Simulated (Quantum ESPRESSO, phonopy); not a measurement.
# Grüneisen parameters and expansion of Al (Fm-3m), part 7 of 7

Wanted: mode Grüneisen parameters of Al and a free-energy fit over volumes.

Measurements to reproduce:
- volume expansion coefficient 69 1e-6/K and heat capacity C_P per formula unit 24.2 J/mol/K near room temperature (given in “High-Throughput Prediction of Finite-Temperature Properties using the Quasi-Harmonic Approximation”, 2016, arXiv:1603.06924)

Quantum ESPRESSO 7.5; DFT LDA, scalar-relativistic, plane waves, GBRV ultrasoft pseudopotentials.

So far. Step 21 (Phonons, V/V0 1.05): No mode is imaginary beyond numerical noise along the path. Step 21 (Phonons, V/V0 1.05): The time given is that of the one pw.x run on a displaced cell behind this step.

## Step 22: How the modes move with volume

This step: DFT LDA, scalar-relativistic, plane waves, GBRV ultrasoft pseudopotentials (phonopy 4.10.0).

This step gave:

```
share of modes with a negative Grüneisen parameter : 0
```

Mean Grüneisen, by row:

```csv
T (K),heat-capacity-weighted mean,root mean square
50,2.269,2.278
100,2.194,2.202
200,2.163,2.17
300,2.156,2.163
500,2.152,2.159
800,2.151,2.158
```

Table of mean mode Grueneisen parameter by wavenumber:

```
wavenumber (cm⁻¹)  mean mode Grueneisen parameter
                6                               -
               17                            2.62
               28                            2.63
               39                            2.61
               50                            2.47
               62                            2.57
               73                            2.53
               84                            2.49
               95                            2.37
              106                            2.41
              118                            2.33
              129                             2.3
              140                            2.25
              151                             2.2
              162                            2.15
              174                            2.18
              185                            2.21
              196                            2.25
              207                            2.21
              218                            2.15
              230                            2.11
              241                            2.08
              252                            2.07
              263                            2.04
              274                            2.01
              286                            2.01
              297                            2.01
              308                            2.01
              319                            1.99
              330                            1.93
```

Volume series, by row:

| V/V0 | V (Å³/atom) | pressure (GPa) | E - E0 (meV/atom) | gap (eV) | zero-point energy (meV/atom) | lowest on the path (cm⁻¹) | highest at Gamma without the LO-TO term (cm⁻¹) |
| --- | --- | --- | --- | --- | --- | --- | --- |
| 0.97 | 15.33 | 2.756 | 3.94 | 0 | 42.39 | 0 | - |
| 0.985 | 15.56 | 1.323 | 0.969 | 0 | 41.09 | 0 | - |
| 1 | 15.8 | 0.005 | 0 | 0 | 39.82 | 0 | - |
| 1.015 | 16.04 | -1.205 | 0.9 | 0 | 38.57 | 0 | - |
| 1.03 | 16.27 | -2.316 | 3.515 | 0 | 37.34 | 0 | - |
| 1.05 | 16.59 | -3.657 | 9.373 | 0 | 35.73 | 0 | - |

Grüneisen at points, by row:

```csv
point,branch,frequency (cm⁻¹),mode Grüneisen parameter
X,1,198.3,2.54
X,3,323.4,2.08
U,1,191.9,2.27
U,2,257.8,2.13
U,3,295.9,2.05
K,1,191.9,2.27
K,2,257.8,2.13
K,3,295.9,2.05
L,1,158.6,1.96
L,3,336.6,1.91
W,1,219.7,2.14
W,2,271.7,2.09
```

## Step 23: Free-energy fit

This step gave:

```yaml
volume_expansion_coefficient_at_300_k: 72.96 1e-6/K
isothermal_bulk_modulus_at_300_k: 72.88 GPa
c_p_at_300_k: 24.07 J/mol-atom/K
grueneisen_parameter_at_300_k: 2.261
```

The energy (each curve on its own zero) by volume; values in meV/atom:

```
volume (Å³/atom)  static  F at 0 K  F at 300 K  F at 950 K
          15.325    3.94      7.18        10.9        24.4
          15.562    0.97      2.91        5.25        13.6
          15.799       0      0.66        1.56        4.64
          16.036     0.9      0.31       -0.28        -2.5
          16.273    3.52       1.7       -0.43       -8.05
          16.589    9.37      5.94        1.68       -13.3
```

Phonopy-qha, vinet fit of F(V) at each temperature; no electronic free energy. Qha vinet, by row:

```
T (K)  fitted volume (Å³/atom)  alpha_V (1e-6/K)  B_T (GPa)  C_P (J/mol-atom/K)  Grueneisen
   75                    15.97             24.79         80               8.407       2.235
  100                    15.99             36.77      79.43               12.69       2.214
  125                       16             46.04      78.76               15.92       2.216
  150                    16.02             52.95      78.01               18.25        2.22
  175                    16.04             58.17      77.21               19.94       2.226
  200                    16.07             62.25      76.39                21.2       2.232
  225                    16.09             65.55      75.54               22.17       2.238
  250                    16.12             68.34      74.67               22.93       2.245
  275                    16.15             70.77      73.78               23.55       2.253
  300                    16.18             72.96      72.88               24.07       2.261
  325                    16.21             74.98      71.96               24.51       2.269
  350                    16.24              76.9      71.02                24.9       2.278
  375                    16.27             78.75      70.08               25.25       2.287
  400                     16.3             80.56      69.12               25.58       2.297
  425                    16.34             82.36      68.15               25.88       2.307
  450                    16.37             84.16      67.16               26.17       2.317
  475                    16.41             85.99      66.17               26.45       2.328
```

The volume expansion coefficient, phonopy-qha, Vinet by temperature:

```csv
temperature (K),"volume expansion coefficient, phonopy-qha, Vinet (1e-6/K)"
75,24.8
100,36.8
125,46.0
150,53.0
175,58.2
200,62.2
225,65.5
250,68.3
275,70.8
300,73.0
325,75.0
350,76.9
375,78.8
400,80.6
425,82.4
450,84.2
475,86.0
```

The fit gives a volume expansion of 73.0 × 10⁻⁶/K at 300 K.

## Step 24: What came out

```json
{"volume expansion coefficient at 300 K": "72.96 1e-6/K", "isothermal bulk modulus at 300 K": "72.88 GPa", "C_P at 300 K": "24.07 J/mol-atom/K", "Grüneisen parameter at 300 K": "2.261", "mean mode Grüneisen parameter at 300 K": "2.16"}
```

Near room temperature Al expands by 73.0 × 10⁻⁶/K in volume by LDA, with C_P = 24.1 J/(mol K) per mole of atoms and B_T = 72.9 GPa. The q-mesh is coarse, and the expansion can converge slowly with it. The table stops at 475 K because beyond it the fitted volume comes within 1 % of the largest computed cell, where the fit loses its support. C_P at room temperature is 96 % of the classical 3R an atom. A measured volume expansion coefficient near room temperature is 69 1e-6/K (arXiv:1603.06924); the calculated 73.0 1e-6/K differs by +6 %. A measured heat capacity per formula unit near room temperature is 24.2 J/mol/K (arXiv:1603.06924); the calculated 24.1 J/mol/K differs by -1 %. The fit leaves out the electrons' free energy, which adds to C_P and to the expansion of a metal at high temperature. The heat-capacity-weighted Grüneisen parameter goes from 2.27 at 50 K to 2.15 at 800 K. Weighting γ by the density of states and each mode's heat capacity at 300 K, modes below 110 cm⁻¹ give about 7 % of the sum of γC that drives the expansion, those up to 230 cm⁻¹ 59 % and the rest 34 %. Among the labelled points γ is largest for branch 1 at X (198 cm⁻¹, 2.5) and smallest for branch 3 at L (337 cm⁻¹, 1.9). The supercell is small: only its own wavevectors are exact, and branches between them are interpolated and can be misplaced.

[Logs are printed without paths, hosts, clocks, repeated set-up lines and the standing remarks that a program may print on its own settings, such as how far it seeks lower states.]

[Hosts, paths, dates, database ids (printed as entryN), source tags and the programs' standing remarks are cut or masked in the printed files.]

[A step with changed settings may run another functional than the one named; its input shows which.]

[Of the runs on displaced cells, only some may be shown.]
